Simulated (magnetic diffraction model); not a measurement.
# CdFe2Bi2 below its ordering temperature

Space group I4/mmm (no. 139), a = 3.9830 Å, c = 12.5340 Å.

| site | atom | x | y | z |
| --- | --- | --- | --- | --- |
| 4e | Bi | 1/2 | 1/2 | 0.1396 |
| 2a | Cd | 0 | 0 | 0 |
| 4d | Fe | 0 | 1/2 | 1/4 |

This is a made-up structure (elements placed in a structure type, unrelaxed), so the numbers test the method and describe no known phase.

Only Fe is taken to order (form factors of Fe2+); orders and moment sizes are assumed, and not adapted to the symmetry. Radiation: neutrons of λ = 2.52 Å (absorption by Cd left out), 3° to 90°; isotropic B of 0.3 Å² (Bi), 0.34 Å² (Cd) and 0.4 Å² (Fe). Simulated constant-wavelength pattern: nuclear and magnetic terms add, the magnetic one as |2.695 fm × Σ f S⊥ exp(2πi Q·r) exp(−B s²)|², summed over all Q at one angle with the factor 1/(sin²θ cos θ). For collinear order S is the moment m, which repeats by lattice and centring translations R with the sign exp(−2πi k·R). Free-ion form factors, Sears's scattering lengths of 1992, no absorption; a label names one of the reflections at its angle. The strongest nuclear line in the range is 100, and lines under 0.2 are left out.

Above the ordering temperature:

```
2θ (°)    index      I
 23.20  (0 0 2)   61.9
 38.77  (1 0 1)   11.7
 47.42  (0 0 4)    3.4
 51.83  (1 0 3)   74.8
 53.15  (1 1 0)    0.9
 58.74  (1 1 2)   66.2
 72.87  (1 0 5)   12.2
 73.96  (1 1 4)  100.0
 74.19  (0 0 6)    0.7
 78.50  (2 0 0)   86.3
 83.19  (2 0 2)   28.3
```

Below it (cell unchanged):

| 2θ (°) | I |
| --- | --- |
| 23.20 | 61.9 |
| 35.01 | 9.5 |
| 38.77 | 11.7 |
| 47.42 | 3.4 |
| 51.83 | 74.8 |
| 53.15 | 0.9 |
| 54.79 | 5.1 |
| 58.74 | 66.2 |
| 60.02 | 4.2 |
| 65.24 | 6.8 |
| 72.87 | 12.2 |
| 73.96 | 100.0 |
| 74.19 | 0.7 |
| 78.50 | 86.3 |
| 79.85 | 4.0 |
| 80.08 | 2.0 |
| 83.19 | 28.3 |

**Question.** Check that the new lines index with k = (1/2 1/2 0), then choose among these models:
A. collinear moments along [010], 2.25 μB on Fe; signs + at (0, 1/2, 1/4), − at (1/2, 0, 1/4)
B. collinear moments along [110], 2.25 μB on Fe; signs + at (0, 1/2, 1/4), + at (1/2, 0, 1/4)
C. collinear moments along [110], 2.25 μB on Fe; signs + at (0, 1/2, 1/4), − at (1/2, 0, 1/4)
D. collinear moments along [010], 2.25 μB on Fe; signs + at (0, 1/2, 1/4), + at (1/2, 0, 1/4)

The new lines index as (1/2 1/2 2) at 35.01°, (1/2 1/2 4) at 54.79°, (3/2 -1/2 0) at 60.02° and (3/2 -1/2 2) at 65.24°, that is as H ± k with k = (1/2 1/2 0), one of 2 inequivalent arms of its star (k and −k counted as one), which a powder can't tell apart. Half indices mean that the moments reverse under translations with k·R a half-integer, and the magnetic cell has twice the primitive volume.

Magnetic intensity, observed (below minus above) and for each model:

| 2θ (°) | index | observed | A | B | C | D |
| --- | --- | --- | --- | --- | --- | --- |
| 25.85 | (1/2 1/2 0) | <0.2 | <0.2 | <0.2 | <0.2 | 10.7 |
| 28.39 | (1/2 -1/2 1) | <0.2 | 20.3 | <0.2 | 34.7 | <0.2 |
| 35.01 | (1/2 1/2 2) | 9.5 | <0.2 | 9.5 | <0.2 | 15.4 |
| 44.11 | (1/2 -1/2 3) | <0.2 | 9.9 | <0.2 | 12.0 | <0.2 |
| 54.79 | (1/2 1/2 4) | 5.1 | <0.2 | 5.1 | <0.2 | 5.9 |
| 60.02 | (3/2 -1/2 0) | 4.2 | <0.2 | 4.2 | <0.2 | 2.6 |
| 61.35 | (3/2 1/2 1) | <0.2 | 5.1 | <0.2 | 2.3 | <0.2 |
| 65.24 | (3/2 -1/2 2) | 6.8 | <0.2 | 6.8 | <0.2 | 4.7 |

Model B matches.

The absence at (1/2 1/2 0) is telling: Q lies along the moments there, so the part normal to Q vanishes.

The structure used: k = (1/2 1/2 0), collinear moments along [110], 2.25 μB on Fe; signs + at (0, 1/2, 1/4), + at (1/2, 0, 1/4).

[Logs are printed without paths, hosts, clocks, repeated set-up lines and the standing remarks that a program may print on its own settings, such as how far it seeks lower states.]
